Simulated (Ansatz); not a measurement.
# From PBEsol to G0W0: Ga2AsP (zincblende [001] superlattice) (P-4m2), part 2 of 2

Aim: the quasiparticle gap of Ga2AsP (zincblende [001] superlattice) (P-4m2), starting from PBEsol.

Ansatz 0.2.0; PBEsol, then G0W0 on it, plane waves, PAW. Known limits of the many-body steps: finite bands, screening cutoff and k mesh; no spin-orbit coupling in G0W0; d shells not analysed; screening cutoff under 40 eV in some runs.

So far. Step 3 (Bands along the symmetry lines): Over mesh and path the gap is 1.040 eV, direct, at k = Γ. The relaxed cell has a = 3.926, c = 5.540 Å (conventional setting).

The structure was built from a prototype and need not be the compound's stable phase.

### Step 4. One-shot GW

G0W0 replaces the xc potential by a self-energy built once from the orbitals of the start. Levels are corrected in the window of bands that the input names, at points of the mesh.

This step: G0W0 on PBEsol, plane waves, PAW; PAW set soft_1.

input.yaml

```yaml
crystal:
  lattice:
    - [3.9260928781, 0.0, 0.0]
    - [0.0, 3.9260928781, 0.0]
    - [0.0, 0.0, 5.5400331922]
  atoms:
    - { symbol: Ga, position: [0.0, 0.0, 0.1207339346] }
    - { symbol: As, position: [0.5, 0.0, 0.3795733141] }
    - { symbol: Ga, position: [0.5, 0.5, 0.6384126936] }
    - { symbol: P, position: [0.0, 0.5, 0.8795733141] }
kpoints:
  mp_grid: { grid: [4, 4, 4] }
hamiltonian:
  xc: pbesol
  pseudopotentials: { kind: paw, azcp: { folder: soft_1 }, xc_functional: pbe }
scf:
  occupations: { method: fixed }
gw:
  n_empty_bands: 165
  ecut_chi: 90.0
  qp_bands: [v2, c2]
  qp_kpoints: band_edges
  screening: { model: contour_deformation }
```

Launch:

```
> ansatz run input.yaml --threads 8 --pin off --max-ram 17510MiB --backend cpu --events-out ev --progress --plain --runs-dir out
```

Numbers of over 12 decimals in the logs are rounded to 6 here.

The log of the run:

```text
[...]
Crystal: 4 atoms, lattice volume = 85.395 Å³
Basis set: ecut = 420 eV, 1691 PW (Γ)
Bands: 28, of which v1, the nominal top of the filled ones, is band 23 counted from 1 (22 counted from 0)
Symmetry: 8 space group operations
[...]
k-points: 18 of 64 (time reversal used)
[...]
SCF iter   1: F=—  HF=-13041.082104 eV  |F-HF|=—  |Δ(HF+E_count)|=         —  Δρ=4.54e-2  dr2=1.21e0  ethr=3.10e-3  ⟨swp⟩=5.1  Hψ=1918  notcnv=0  defer=47
[...]
SCF iter   9: F=-13040.782541 eV  HF=-13040.782541 eV  |F-HF|=7.26e-9  |Δ(HF+E_count)|=   5.53e-7  Δρ=3.34e-6  dr2=6.94e-9  ethr=2.17e-10  ⟨swp⟩=10.3  Hψ=2301  notcnv=0
SCF 1 converged in 9 iterations: F = -13040.782541 eV  dr2 = 6.94e-9
[...]
G₀W₀ screening: q 1/18
[... further progress lines ...]
SCF converged after 9 iterations
Free energy (F): -13040.782541 eV
[...]
Internal energy: -13040.782541 eV  (E = F + TS)
E sigma→0 (E₀):  -13040.782541 eV
Fermi energy:    7.487566 eV
[...]
--- Band table (eV; the first three rows and the last of 18) ---
  k-point 0: bands = [... 19 lower, 4.7093, 7.4597, 7.4876, 7.4876, 8.5208, 8.8977, 9.0343, 11.2123, ... 1 higher]
  k-point 1: bands = [... 19 lower, 4.9599, 5.6841, 6.8308, 6.8308, 8.8442, 9.6624, 10.1529, 10.6992, ... 1 higher]
  k-point 2: bands = [... 19 lower, 5.4830, 5.4830, 6.0023, 6.0023, 9.2102, 9.5888, 10.8367, 10.9667, ... 1 higher]
  k-point 17: bands = [... 19 lower, 3.8545, 3.8545, 4.0007, 4.0252, 12.0463, 12.1293, 12.1859, 12.1859, ... 1 higher]
--- G₀W₀: contour deformation, 7 samples at zero and on the imaginary axis and 1 off it, 64 q-points, 165 empty bands' worth ---
  eigenvalues of the whole cell's RPA ε∞ on this k-mesh (on a slab, of 1 + 4πα/V) = 19.0836, 22.1739, 22.1739; static W/v taken at q = 0 is 0.046312
  bands read: the sum over 188 bands ends inside a degenerate multiplet in 5 slots, whose members it reads at an even weight; the widest, k=0: bands 188 to 189 (counted from 1) at 1/2 each
  gw.qp_kpoints: band_edges: 8 of 18 stored k-points solved, in 1 pass; an edge of the gap read off the rows below is read off those points alone
    valence top: of the k-points left out ik 4 came nearest to being solved in a further pass, in band 23 (counted from 1, as in the quasiparticle table): it holds the edge there only if its correction is more favourable than any solved in that band by at least 0.658 eV; those differ by 0.087 eV
    conduction bottom: of the k-points left out ik 4 came nearest to being solved in a further pass, in band 24 (counted from 1, as in the quasiparticle table): it holds the edge there only if its correction is more favourable than any solved in that band by at least 0.519 eV; those differ by 0.375 eV
    ik  band        ε_KS         Σx   Σc(E_QP)       V_xc       Z   E_QP_lin       E_QP  E_QP is
     0    22      7.4876   -17.0917     1.3373   -15.4159  0.7620     7.1466     7.1491  root
     0    23      7.4876   -17.0917     1.3373   -15.4159  0.7620     7.1466     7.1491  root
     0    24      8.5208   -10.9285    -3.8350   -15.2733  0.7722     9.0369     9.0306  root
     0    25      8.8977    -7.2368    -3.8124   -11.2291  0.7827     9.0783     9.0776  root
     1    22      6.8308   -16.4733     1.4905   -14.6244  0.7582     6.4695     6.4725  root
     1    23      6.8308   -16.4733     1.4905   -14.6244  0.7582     6.4695     6.4725  root
     1    24      8.8442    -7.4189    -3.8145   -11.4316  0.7773     9.0432     9.0424  root
     1    25      9.6624    -7.2452    -4.0853   -11.5551  0.7716     9.8882     9.8870  root
     2    22      6.0023   -16.0596     1.8026   -13.8599  0.7519     5.6009     5.6052  root
     2    23      6.0023   -16.0596     1.8026   -13.8599  0.7519     5.6009     5.6052  root
     2    24      9.2102    -7.5887    -3.9807   -11.8536  0.7710     9.4963     9.4944  root
     2    25      9.5888    -7.3462    -3.9264   -11.4796  0.7768     9.7969     9.7959  root
     3    22      6.0804   -15.7353     1.5109   -13.8696  0.7533     5.7225     5.7256  root
     3    23      7.2168   -16.9362     1.4331   -15.1558  0.7603     6.8668     6.8695  root
     3    24      9.3484    -7.4634    -3.9858   -11.6726  0.7738     9.5729     9.5718  root
     3    25     10.1155   -10.0527    -4.1356   -14.6564  0.7635    10.5896    10.5836  root
     8    22      6.3486   -16.3619     1.5150   -14.4837  0.7578     5.9821     5.9853  root
     8    23      6.6102   -16.5257     1.6386   -14.5115  0.7586     6.2313     6.2347  root
     8    24      8.6807    -9.7181    -3.7322   -13.8793  0.7775     9.1138     9.1096  root
     8    25      8.7219    -9.4548    -3.7875   -13.5943  0.7734     9.0766     9.0739  root
    11    22      6.1679   -16.2407     1.5974   -14.2725  0.7542     5.7939     5.7972  root
    11    23      6.3133   -16.2698     1.5982   -14.2994  0.7538     5.9376     5.9410  root
    11    24     10.2613    -8.6993    -4.1666   -13.2571  0.7661    10.6564    10.6525  root
    11    25     10.4183    -8.4494    -4.1264   -12.8976  0.7686    10.7427    10.7402  root
    13    22      5.3378   -15.9340     1.9756   -13.5563  0.7412     4.9311     4.9357  root
    13    23      5.4827   -15.9457     1.8491   -13.6921  0.7483     5.0737     5.0782  root
    13    24      9.5859    -7.7958    -3.8703   -11.9050  0.7768     9.8261     9.8248  root
    13    25      9.7942    -7.8341    -3.9236   -11.9814  0.7746    10.0190    10.0179  root
    15    22      4.7597   -15.7794     2.1758   -13.1812  0.7352     4.3318     4.3374  root
    15    23      4.8721   -15.7764     2.0547   -13.2966  0.7422     4.4413     4.4470  root
    15    24      8.6276    -7.0691    -3.6514   -10.8553  0.7845     8.7627     8.7623  root
    15    25      9.1101    -8.0496    -3.7559   -12.0341  0.7777     9.3398     9.3387  root
```

It took 31 s on 8 threads of Arm Neoverse V2, shared host; peak memory 1.3 GiB; 3.4 min of CPU time.

This step gave:

```yaml
bands_summed: 188
rpa_eps_infinity_on_this_mesh_eigenvalues: 19.08, 22.17, 22.17
plane_waves_in_the_screening_matrix: 157
q_points_in_the_mesh: 64
g0w0_gap_over_the_corrected_points: 1.613 eV
k_of_the_valence_top: 0, 0, 0
k_of_the_conduction_bottom: -0.5, -0.5, 0
starting_gap_on_the_mesh: 1.033 eV
z_at_the_valence_top: 0.7620
z_at_the_conduction_bottom: 0.7845
least_direct_g0w0_gap_over_the_corrected_points: 1.882 eV
```

Over 8 of 18 irreducible mesh points the G0W0 gap is 1.613 eV, from k = Γ to k = (-0.500, -0.500, 0.000). The PBEsol gap of this run on the mesh is 1.033 eV. Other states bound it: the two that bound the G0W0 gap lie 1.140 eV apart in PBEsol, so state for state the correction is 1.613 − 1.140 = +0.473 eV, while gap against gap it is 1.613 − 1.033 = +0.580 eV. The start of this run differs from the step before in mesh (6×6×4 and 4×4×4).

Labels follow the order of the start: v1 is the top filled band, c1 the lowest empty one; levels that stay degenerate share a row, the window can cut a multiplet, doubted levels are not marked in this list, bands outside the window were not corrected, and the list may be a part of the corrected levels. Levels before and after the correction, in eV, zero at the valence-band top of each column:

```
           conduction bottom  valence top
Kohn-Sham               1.03         0.00
     G0W0               1.61         0.00
```

```
                      level  occupation  energy (eV)
Kohn-Sham           Γ v2-v1           2        0.000
Kohn-Sham              Γ c1           0        1.033
Kohn-Sham              Γ c2           0        1.410
Kohn-Sham  (-0.5 -0.5 0) v2           2       -2.728
Kohn-Sham  (-0.5 -0.5 0) v1           2       -2.616
Kohn-Sham  (-0.5 -0.5 0) c1           0        1.140
Kohn-Sham  (-0.5 -0.5 0) c2           0        1.623
     G0W0           Γ v2-v1           2        0.000
     G0W0              Γ c1           0        1.882
     G0W0              Γ c2           0        1.929
     G0W0  (-0.5 -0.5 0) v2           2       -2.812
     G0W0  (-0.5 -0.5 0) v1           2       -2.702
     G0W0  (-0.5 -0.5 0) c1           0        1.613
     G0W0  (-0.5 -0.5 0) c2           0        2.190
```

The parts of the quasiparticle energy for the two states that bound the G0W0 gap, in eV on the run's own scale (QP = start + Σx + Σc − Vxc, with Σc at the quasiparticle energy):

```
             edge                        k  band  start       Σx      Σc      Vxc      Z     QP
      valence top                        Γ    22  7.488  −17.092   1.337  −15.416  0.762  7.149
conduction bottom  (-0.500, -0.500, 0.000)    24  8.628   −7.069  −3.651  −10.855  0.784  8.762
```

### Step 5. Spin-orbit coupling in PBEsol

This run has two-component orbitals with spin-orbit coupling.

This step: DFT, PBEsol with spin-orbit coupling, plane waves, PAW; PAW set soft_1.

input.yaml

```yaml
crystal:
  lattice:
    - [3.9260928781, 0.0, 0.0]
    - [0.0, 3.9260928781, 0.0]
    - [0.0, 0.0, 5.5400331922]
  atoms:
    - { symbol: Ga, position: [0.0, 0.0, 0.1207339346] }
    - { symbol: As, position: [0.5, 0.0, 0.3795733141] }
    - { symbol: Ga, position: [0.5, 0.5, 0.6384126936] }
    - { symbol: P, position: [0.0, 0.5, 0.8795733141] }
kpoints:
  mp_grid: { grid: [6, 6, 4] }
  band_path:
    path:
      - [0.0, 0.0, 0.0]
      - [0.0, 0.5, 0.0]
      - [0.5, 0.5, 0.0]
      - [0.0, 0.0, 0.5]
      - [0.0, 0.5, 0.5]
      - [0.5, 0.5, 0.5]
    npoints: 1
hamiltonian:
  xc: pbesol
  pseudopotentials: { kind: paw_fr, azcp: { folder: soft_1 }, xc_functional: pbe }
scf:
  occupations: { method: fermi_dirac, width: 0.02 }
  n_extra_bands: 10
magnetization:
  noncollinear: true
  spin_orbit: true
output:
  eigenvalues: true
  forces: true
  stress: true
```

The log of the run:

```text
[...]
non-collinear run that drives no moment, with spin-orbit: no starting moment large enough to seed its density (crystal.atoms[].spin), no starting occupations that ask for one, no magnetisation constraint and no magnetic field, so the semilocal B_xc is pinned to zero
Crystal: 4 atoms, lattice volume = 85.395 Å³
Basis set: ecut = 420 eV, 1691 PW (Γ), exchange–correlation on 54×54×80 points (8 copies of the dense FFT grid, shifted against one another)
Bands: 56, of which v1, the nominal top of the filled ones, is band 46 counted from 1 (45 counted from 0)
Symmetry: 8 space group operations + 8 with time reversal
[...]
k-points: 30 of 144 (time reversal used)
Projection manifold: j_resolved (fully-relativistic pseudo-atomic orbitals)
[...]
SCF iter   1: F=—  HF=-13041.450155 eV  |F-HF|=—  |Δ(HF+E_count)|=         —  Δρ=4.49e-2  dr2=1.18e0  dr2_m=0.00e0 (ungated)  ethr=3.10e-3  |M|=0.00e0 ∫|m|=0.00e0 μB  |m|>n=0.0e0 m-floor=0.0e0 τ_xc=0.0e0  β_m=0.30  ⟨swp⟩=7.6  Hψ=8259  notcnv=0
[...]
spin=Noncollinear: Resta preconditioning applied to the charge; magnetization (m_x, m_y, m_z) channels mix plain (no charge-response kernel on spin).
SCF iter   2: F=—  HF=-13041.306094 eV  |F-HF|=—  |Δ(HF+E_count)|=   1.44e-1  Δρ=3.25e-2  dr2=6.11e-1  dr2_m=0.00e0 (ungated)  ethr=2.57e-3  |M|=0.00e0 ∫|m|=0.00e0 μB  |m|>n=0.0e0 m-floor=0.0e0 τ_xc=0.0e0  β_m=0.65  ⟨swp⟩=2.0  Hψ=2122  notcnv=0  defer=105
[...]
SCF iter   9: F=-13041.160508 eV  HF=-13041.160508 eV  |F-HF|=1.01e-9  |Δ(HF+E_count)|=   9.19e-7  Δρ=5.35e-6  dr2=1.86e-8  dr2_m=0.00e0 (ungated)  ethr=2.17e-10  |M|=0.00e0 ∫|m|=0.00e0 μB  |m|>n=0.0e0 m-floor=0.0e0 τ_xc=0.0e0  ⟨swp⟩=12.6  Hψ=8314  notcnv=0
SCF 1 converged in 9 iterations: F = -13041.160508 eV  dr2 = 1.86e-8
[...]
SCF converged after 9 iterations
Magnetization: |M| = 0.0000 μB,  M = (+0.0000, +0.0000, +0.0000) μB
Absolute magnetization: 0.0000 μB (∫|m|)
  site 0: m = (+0.0000, +0.0000, +0.0000) μB, |m| = 0.0000 μB  (R = 0.98 Å)
  site 1: m = (+0.0000, +0.0000, +0.0000) μB, |m| = 0.0000 μB  (R = 1.00 Å)
  site 2: m = (+0.0000, +0.0000, +0.0000) μB, |m| = 0.0000 μB  (R = 0.98 Å)
  site 3: m = (+0.0000, +0.0000, +0.0000) μB, |m| = 0.0000 μB  (R = 0.98 Å)
Free energy (F): -13041.160508 eV
[...]
Internal energy: -13041.160508 eV  (E = F + TS)
E sigma→0 (E₀):  -13041.160508 eV
Fermi energy:    8.032025 eV
[...]
--- Forces (eV/Å), atoms counted from 1 ---
  atom   1  Ga     0.00000000     0.00000000    -0.00421298
  atom   2  As    -0.00000000     0.00000000     0.00000000
  atom   3  Ga     0.00000000     0.00000000     0.00421298
  atom   4  P     -0.00000000     0.00000000     0.00000000
  max |Σ_I F_I| component: 2.60e-17 eV/Å
--- Stress (GPa, compression-positive) ---
       -0.059529       0.000000      -0.000000
        0.000000      -0.059529       0.000000
       -0.000000       0.000000      -0.042327
  P = ⅓ Tr σ = -0.0538 GPa (-0.538 kbar)
--- Band table (eV; the first three rows and the last of 30) ---
  k-point 0: bands = [... 42 lower, 7.5257, 7.5257, 7.5469, 7.5469, 8.5113, 8.5113, 8.8934, 8.8934, ... 6 higher]
  k-point 1: bands = [... 42 lower, 6.7618, 6.7618, 6.8697, 6.8697, 8.8389, 8.8389, 9.6569, 9.6569, ... 6 higher]
  k-point 2: bands = [... 42 lower, 5.9329, 5.9329, 6.0413, 6.0413, 9.2041, 9.2041, 9.5835, 9.5835, ... 6 higher]
  k-point 29: bands = [... 42 lower, 3.9770, 3.9770, 4.0371, 4.0371, 12.0029, 12.0029, 12.1203, 12.1203, ... 6 higher]
```

It took 7.7 s on 8 threads; peak memory 1.1 GiB.

This step gave:

```
pressure             : -0.05379 GPa
gap                  : 0.9643 eV
valence top at       : Γ
conduction bottom at : Γ
least direct gap     : 0.9643 eV
```

Over mesh and listed points the gap is 0.964 eV, direct, at k = Γ. PBEsol+SOC against PBEsol: 0.964 − 1.040 = −0.076 eV, with the same mesh, set of files (read in its fully relativistic form for the spin-orbit run) and cutoff, and both edges at the same k points. The spin-orbit run sees mesh and listed points alone, so its gap is an upper bound: the coupling can move an edge off these points, the more so as this crystal has no centre of inversion, and the change over the zone, its sign included where it is small, is not known.

### Step 6. The runs together

Each gap is the least one over the points named; times are wall times on shared hosts, not benchmarks. A G0W0 time includes the run's own self-consistent start. Runs with listed points see these and the mesh alone, so an edge that moves elsewhere is missed. Rows marked * are further runs, not shown as steps, whose inputs differ from the G0W0 step on the same start in the columns given; solver thresholds can differ too.

```
       level   mesh       files, cutoff  bands summed, screening                           points  gap (eV)  valence top        conduction bottom  least direct gap (eV)   time
      PBEsol  6×6×4  soft_1 PAW, 420 eV                        -                    mesh and path     1.040            Γ                        Γ                  1.040  2.4 s
  PBEsol+SOC  6×6×4  soft_1 PAW, 420 eV                        -           mesh and listed points     0.964            Γ                        Γ                  0.964  7.7 s
G0W0@PBEsol*  4×4×4  soft_1 PAW, 420 eV                64, 36 eV  9 of 18 irreducible mesh points     1.373            Γ  (-0.500, -0.500, 0.000)                  1.708  8.7 s
 G0W0@PBEsol  4×4×4  soft_1 PAW, 420 eV               188, 90 eV  8 of 18 irreducible mesh points     1.613            Γ  (-0.500, -0.500, 0.000)                  1.882   31 s
```

### Step 7. Outcome

* PBEsol gap over mesh and path: 1.040 eV, direct, at k = Γ
* G0W0@PBEsol gap over 8 of 18 irreducible mesh points: 1.613 eV, from k = Γ to k = (-0.500, -0.500, 0.000)
* PBEsol+SOC gap over mesh and listed points: 0.964 eV
* GW settings: 4×4×4 mesh, 165 empty bands, screening to 90 eV, PAW set soft_1 files
* known limits: finite bands, screening cutoff and k mesh; no spin-orbit coupling in G0W0; d shells not analysed; screening cutoff under 40 eV in some runs

Over 8 of 18 irreducible mesh points the G0W0 gap is 1.613 eV, from k = Γ to k = (-0.500, -0.500, 0.000). The PBEsol gap of this run on the mesh is 1.033 eV. Other states bound it: the two that bound the G0W0 gap lie 1.140 eV apart in PBEsol, so state for state the correction is 1.613 − 1.140 = +0.473 eV, while gap against gap it is 1.613 − 1.033 = +0.580 eV. The valence state moves by 7.149 − 7.488 = −0.339 eV and the conduction state by 8.762 − 8.628 = +0.134 eV, on the run's own scale; with 64 bands the edge states move by +0.212 and +0.445 eV, so the split between the edges depends on the bands and cutoff. Both edges that PBEsol shows over mesh and path lie at k points where levels were corrected. G0W0 has the conduction bottom at another k point than that. Levels at other points were not corrected, so a lower G0W0 gap elsewhere in the zone is not ruled out. From 64 bands and 36 eV to 188 bands and 90 eV the gap moves by 1.613 − 1.373 = +0.240 eV; bands and screening cutoff rise together, so their parts are not told apart. Two runs can't test a law of convergence, so the limit is not known. PBEsol+SOC against PBEsol: 0.964 − 1.040 = −0.076 eV, with the same mesh, set of files (read in its fully relativistic form for the spin-orbit run) and cutoff, and both edges at the same k points. The spin-orbit run sees mesh and listed points alone, so its gap is an upper bound: the coupling can move an edge off these points, the more so as this crystal has no centre of inversion, and the change over the zone, its sign included where it is small, is not known. What spin-orbit coupling does to the G0W0 levels was not computed, so no sum with the G0W0 gap is formed. The G0W0 runs are scalar-relativistic. One-shot GW is known to converge slowly in bands for compounds with shallow d shells. The cell holds Ga; the filling of the d shell and its place against the gap were not analysed here. No pair of G0W0 runs that differ in the mesh alone is shown (4×4×4 is a supercell whose nearest images lie 16 Å apart), so the error from the mesh is not known here. G0W0 is shown with one set of atomic data (soft_1 PAW), so the error from the files is not known here. A screening cutoff under 40 eV is crude: G0W0@PBEsol with 64 bands at 36 eV.

[Paths, hosts, dates, memory and timing lines, banners, echoed tables and standing remarks are left out of the program output.]

[Logs are printed without paths, hosts, clocks, repeated set-up lines and the standing remarks that a program may print on its own settings, such as how far it seeks lower states.]

[Runs of the session that timed out or met a known fault of the program may be left out.]

[Cells called generated may have been cut or substituted from an entry of the Crystallography Open Database or the Materials Project.]

[Hosts, paths, dates, database ids (printed as entryN), source tags and the programs' standing remarks are cut or masked in the printed files.]

[Where an RPA ε∞ is given, it is that of the G0W0 mesh and is not shown converged in it. Names of k-points follow the symmetry that the program found, which can be lower than the space group named. Band edges on a path are those of the sampled points; other points can move an edge, and change direct to indirect where valleys lie close.]

[Hybrid gaps are those of their k-mesh and are not shown converged in it.]
